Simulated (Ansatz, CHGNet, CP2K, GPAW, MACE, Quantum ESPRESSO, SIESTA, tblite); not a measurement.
# GPAW runs on random packing of 64Li2S-20P2S5-16LiCl (mol %) (91 atoms)

Wanted: GPAW inputs and outputs for random packing of 64Li2S-20P2S5-16LiCl (mol %) (91 atoms), checked against a plane-wave reference.

Program: GPAW 26.7.0. Level of theory: the method is named at each step. Results are calculated unless marked as measured.

## (1) The structure

The cell holds 91 atoms: 36 Li, 41 S, 10 P and 4 Cl. Cell: a = 12.227 Å, b = 12.227 Å, c = 12.227 Å, α = 90.0°, β = 90.0°, γ = 90.0°. 91 atoms (36 Li, 41 S, 10 P, 4 Cl) packed at random in a cube at 1.83 g/cm³ and pushed apart as soft spheres, cations and anions kept from their own kind; a start for melting by ab initio MD, not an equilibrated structure. Then every atom was moved at random, 0.03 Å r.m.s. a Cartesian component.

The yardstick, on the same geometry:

- method: Kohn-Sham DFT, PBE, PAW, plane waves (Ansatz 0.2.0); cutoff 420 eV, Γ point, fermi-dirac smearing of 0.05 eV; PAW set soft_2
- r.m.s. force component: 0.607 eV/Å
- longest force: 3.353 eV/Å
- pressure: -1.237 GPa
- SCF cycles: 12
- time: 10 s on 8 threads of Arm Neoverse V2, shared host
- CPU time: 74 s

## (2) PBE, LCAO dzp, h 0.2 Å

Method: Kohn-Sham DFT, PBE, PAW, atomic orbitals (dzp).

File run.py:

```python
import numpy as np
from ase.io import read
from gpaw import GPAW, FermiDirac

atoms = read("structure.xyz")
atoms.calc = GPAW(
    mode="lcao",
    basis="dzp",
    h=0.2,
    xc="PBE",
    kpts={"size": (1, 1, 1), "gamma": True},
    occupations=FermiDirac(0.05),
    maxiter=200,
    symmetry={"point_group": False},
    txt="gpaw.txt",
)
energy = atoms.get_potential_energy(force_consistent=True)
forces = atoms.get_forces()
print(f"energy {energy:.6f} eV")
print("forces (eV/A)")
for i, (a, f) in enumerate(zip(atoms, forces)):
    print(f"{i:4d} {a.symbol:2s} {f[0]:10.5f} {f[1]:10.5f} {f[2]:10.5f}")
print(f"Fermi level {atoms.calc.get_fermi_level():.4f} eV")
for k in range(len(atoms.calc.get_ibz_k_points())):
    for s in range(atoms.calc.get_number_of_spins()):
        e = atoms.calc.get_eigenvalues(kpt=k, spin=s)
        n = np.searchsorted(e, atoms.calc.get_fermi_level())
        print(f"k {k} spin {s} levels about the Fermi level:", np.round(e[max(n - 6, 0):n], 4).tolist(), "|", np.round(e[n:n + 6], 4).tolist())
```

File structure.xyz:

```xyz
91
Lattice="12.22750 0.00000 0.00000 0.00000 12.22750 0.00000 0.00000 0.00000 12.22750" Properties=species:S:1:pos:R:3 pbc="T T T"
Li 2.27187 9.95429 2.25231
Li 1.71014 11.66797 8.35040
Li 3.39130 9.06437 8.54604
Li 10.11471 10.13305 10.55661
Li 9.65679 3.42945 5.72761
Li 6.97567 9.03441 11.63422
Li 6.42592 8.41790 3.91182
Li 10.38433 3.48557 2.81122
Li 5.97264 7.02507 7.54449
Li 0.39519 0.92293 3.75812
Li 1.93219 4.03080 1.73423
Li 5.10290 4.27021 2.35220
Li 3.63242 5.48037 9.81819
Li 1.11894 8.14290 0.12741
Li 9.26514 9.98119 1.18680
Li 3.93273 6.54929 4.08337
Li 9.88899 3.66238 10.17890
Li 10.32417 6.64051 8.08568
Li 2.31540 1.05743 12.02318
Li 11.96559 10.30986 4.67787
Li 4.28733 4.72140 6.45918
Li 7.08376 10.14711 8.46779
Li 9.57169 6.67108 5.04384
Li 7.30825 1.42573 5.50482
Li 7.90239 4.10330 1.18460
Li 11.44971 12.01560 0.31889
Li 7.89322 2.46519 8.31054
Li 8.53638 10.18697 5.81454
Li 5.58552 11.64449 0.02458
Li 0.75444 4.64792 9.55542
Li 5.49467 10.58681 5.81711
Li 8.47500 0.33124 11.97733
Li 1.43893 5.15132 5.14056
Li 4.27424 0.42796 9.75706
Li 11.05146 8.11380 2.78066
Li 11.75393 5.64593 1.11955
S 11.58262 1.87778 9.56398
S 3.92906 8.64973 3.34337
S 7.28796 0.07838 7.37734
S 1.14058 11.88648 5.49259
S 9.39573 10.81669 3.72988
S 9.65924 9.96822 8.31005
S 12.18849 3.90693 11.92609
S 7.57848 1.85149 2.31295
S 11.69047 2.62891 4.99946
S 3.73587 11.49813 1.46706
S 12.11464 8.91800 10.29519
S 2.32665 1.53871 9.14458
S 3.93774 7.09623 6.24165
S 0.96597 0.59841 1.55265
S 3.69992 11.17227 7.08584
S 7.69599 4.04363 6.62877
S 5.18801 10.58522 9.70240
S 7.53397 5.02135 10.05785
S 11.01844 4.92609 6.73809
S 9.40539 2.60409 12.20512
[... 31 atom lines left out ...]
Cl 6.47055 10.06115 1.32448
Cl 10.62778 0.03864 6.67646
Cl 0.64121 6.84471 2.82541
Cl 8.48014 7.85140 3.45207
```

The run is started by

```
$ OMP_NUM_THREADS=1 python run.py > output.txt
```

The program printed:

```text
energy -305.700090 eV
forces (eV/A)
   0 Li   -0.43167   -0.44704   -0.35494
   1 Li   -0.47471   -0.57627   -0.24108
   2 Li   -0.21115    0.11068    0.01831
   3 Li    0.11754   -0.12502   -0.23745
   4 Li   -0.02553   -0.60181   -0.39928
   5 Li   -0.42240   -0.25795    0.25526
   6 Li   -0.46849    0.13263    0.04739
   7 Li    0.11742   -0.68647    0.13175
   8 Li    0.06325   -0.27783    0.19654
   9 Li   -0.19737    0.21552   -0.30387
  10 Li   -0.02901   -0.63104   -0.60136
  11 Li    0.38778    0.24440   -0.10100
  12 Li   -1.08541    0.10040   -0.19641
  13 Li   -0.05585   -0.24015    0.08392
  14 Li   -0.30519   -0.35891    1.04754
  15 Li    0.37585   -0.80437   -0.27832
  16 Li    0.39134    0.17926    0.19915
  17 Li   -0.15314    0.67776    0.43434
  18 Li    0.11493   -0.31098   -0.15532
  19 Li   -0.18689    0.35111   -0.01628
  20 Li   -0.19462   -0.36449    0.24525
  21 Li    0.29421    0.33286   -0.69712
  22 Li   -0.33474   -0.20281    0.55899
  23 Li   -0.20897    0.35864   -0.41701
[...]
83 P    -0.14664   -0.64799   -0.20055
  84 P     1.19879    0.75866    1.97150
  85 P     0.56555   -0.62390    0.30893
  86 P     1.35053    0.73920   -3.34289
  87 Cl    1.48381    0.00295   -0.18672
  88 Cl   -0.03195   -0.23960    0.19711
  89 Cl   -0.40533   -0.49077   -0.02443
  90 Cl    0.44576    0.08284   -1.28859
Fermi level 2.6127 eV
k 0 spin 0 levels about the Fermi level: [2.3838, 2.4437, 2.494, 2.5412, 2.5908, 2.5982] | [2.6217, 2.6531, 2.6904, 2.7237, 2.7397, 2.7903]
```

gpaw.txt:

```text
Input parameters:
  mode=LCAO(),
  basis={'default': 'dzp'},
  h=0.2,
  kpts=MonkhorstPack(size=(1, 1, 1), gamma=True),
  maxiter=200,
  occupations=Occupations(name='fermi-dirac', width=0.05, fixmagmom=False),
  symmetry=Symmetry(point_group=False),
  xc=XC(name='PBE')
Unit cell  # Å
| periodic |         x |         y |         z |   lengths |    angles |
|----------|-----------|-----------|-----------|-----------|-----------|
|      yes | 12.227500 |  0.000000 |  0.000000 | 12.227500 | 90.000000 |
|      yes |  0.000000 | 12.227500 |  0.000000 | 12.227500 | 90.000000 |
|      yes |  0.000000 |  0.000000 | 12.227500 | 12.227500 | 90.000000 |
Number of symmetries: 1
Symmetry operations  # r_c * U_cc + t_c -> r_c
|   | kind |            matrix            |
|---|------|------------------------------|
| 0 |  E   |  1, 0, 0,  0, 1, 0,  0, 0, 1 |
BZ-sampling:
  Number of BZ points: 1
  Number of IBZ points: 1
  Monkhorst-Pack size: [1, 1, 1]
  Monkhorst-Pack shift: [0, 0, 0]
[... lines left out ...]
  Fermi-Dirac:
[... lines left out ...]
    Stencil: 6*3+1=19 point O(h^6) finite-difference Laplacian
xc functional:
  name: PBE with 2 nearest neighbor stencil
interpolation: tri-quintic # 5. degree polynomial
Initialization done in: 8.275 s
convergence criteria:
- Maximum [total energy] change in last 3 cyles: 0.0005 eV / valence electron
- Maximum integral of absolute [dens]ity change: 0.0001 electrons / valence electron
- Maximum integral of absolute [eigenst]ate change: 4e-08 eV^2 / valence electron
maximum number of iterations: 200
SCF iterations
|iter     |      energy | eigst |  dens |
|---------|-------------|-------|-------|
|iter:   1| -322.982670 |      c|       |
|iter:   2| -314.546828 |      c| -0.94 |
|iter:   3| -316.929553 |      c| -1.04 |
|iter:   4| -307.964819 |      c| -1.05 |
[...]
|iter:  10| -305.514668 |      c| -1.75 |
|iter:  11| -305.474527 |      c| -2.01 |
|iter:  12| -305.488083c|      c| -2.20 |
|iter:  13| -305.461881c|      c| -2.23 |
|iter:  14| -305.459759c|      c| -2.45 |
[...]
|iter:  24| -305.449009c|      c| -3.80 |
|iter:  25| -305.449126c|      c| -3.92 |
|iter:  26| -305.449106c|      c| -4.03c|
Converged in 26 steps
SCF loop duration: 203.000 s (7.808 s/step)
Energy contributions relative to reference atoms: (reference = -595711.711498)
Energy contributions:
  Kinetic:         369.195314
  Coulomb:        -359.708269
  Zero:              2.128640
  External:          0.000000
  Xc:             -316.813807
  Entropy:          -0.501968
  Spinorbit:         0.000000
  ----------------------------
  Free energy:    -305.700090
  Extrapolated:   -305.449106
dipole moment: (12.905210, -68.853905, 33.161612)  # |e|*Ang
Fermi level: 2.613
Eigenvalues  # (at kpt = [0.000, 0.000, 0.000])
| band index |      eig [eV] | occ [0-2] |
|------------|---------------|-----------|
|          0 |       -13.718 |     2.000 |
|        ... |               |           |
|        172 |         2.322 |     1.994 |
|        173 |         2.358 |     1.988 |
[...]
|        187 |         2.877 |     0.010 |
|        ... |               |           |
|        219 |         6.633 |     0.000 |
Gap: 0.024 eV
Transition (v -> c):
  (s=0, k=0, n=179, [0.00, 0.00, 0.00]) -> (s=0, k=0, n=180, [0.00, 0.00, 0.00])
No difference between direct/indirect transitions
Force computation time: 16.678  # s
timing:  # [seconds]
  Total:  227.983  # ━━━━━━━━━━━━━━━━━━━━━━━━━━━━━━━━━━━━━━━━━━━━━━━━━━━━━━━━
  Init:     8.274  # ━━
  SCF:    203.000  # ━━━━━━━━━━━━━━━━━━━━━━━━━━━━━━━━━━━━━━━━━━━━━━━━━━
  Forces:  16.678  # ━━━━
```

Run time: 3.8 min. Hardware: 1 thread of Arm Neoverse V2, shared host; peak memory 1.5 GiB.

Banners, paths, timers and routine set-up lines are dropped from the logs unmarked, and long logs keep their key lines alone; longer cuts are marked.

Against the reference:

```
r.m.s. force component                  : 0.6454 eV/Å
r.m.s. difference of force components   : 143.9 meV/Å
longest difference of force vectors     : 747.1 meV/Å
force difference over r.m.s. force      : 23.71 %
slope of forces against the reference's : 1.037
correlation of force components         : 0.9754
```

Length of the force difference by element (eV/Å):

```tsv
element	atoms	mean	most
Cl	4	0.16	0.22
Li	36	0.15	0.25
P	10	0.36	0.50
S	41	0.23	0.75
```

Local excerpt of 11 atoms (numbers count through the whole input) about S58, picked at random; x, y, z are measured from there.

```tsv
atom	x	y	z	distance (Å)	Fx	Fy	Fz (eV/Å)
S58	0.00	0.00	0.00	0.00	0.02	-0.74	-0.39
Li2	-0.56	1.09	-2.49	2.78	-0.47	-0.58	-0.24
Li19	0.04	2.71	1.18	2.95	0.11	-0.31	-0.16
S47	-2.39	-1.66	-0.55	2.96	0.72	0.49	-0.08
Li3	1.12	-1.51	-2.29	2.97	-0.21	0.11	0.02
S75	1.11	-2.26	1.70	3.04	0.11	-0.27	0.39
Li34	2.00	2.08	-1.08	3.08	0.53	0.25	-0.15
Li14	-1.15	-2.44	1.51	3.09	-0.06	-0.24	0.08
S53	2.91	0.01	-1.14	3.13	-0.71	-0.14	0.80
S64	-2.16	-0.60	2.35	3.24	-1.03	0.68	0.67
S46	1.46	0.92	2.85	3.34	-0.37	0.07	0.46
```

Atoms are counted from 1 here, from 0 in the log.

Forces lie 24 % from the reference's, at 3.1 times its CPU time (on 1 against 8 cores).

## (3) Results

```
force difference from the reference : GPAW PBE, LCAO dzp, h 0.2 Å, 24 %
its CPU time                        : 3.8 min
```

**Reading.** The PBE run in local orbitals differs by 24 % (GPAW PBE, LCAO dzp, h 0.2 Å); basis, grid and potentials can all enter. The potentials hold different valence shells: 432 electrons in the reference, 360 in GPAW; this bears on time and differences. The electronic-structure runs sample only Γ, in a cell whose shortest periodic width is 12 Å, which is coarse for a cell with partly filled levels.

[Also dropped from logs without a mark: logging warnings of Python, and SIESTA's first energy breakdown and zero terms.]

[Logs are printed without paths, hosts, clocks, repeated set-up lines and the standing remarks that a program may print on its own settings, such as how far it seeks lower states.]

[Hosts, paths, dates, database ids (printed as entryN), source tags and the programs' standing remarks are cut or masked in the printed files.]
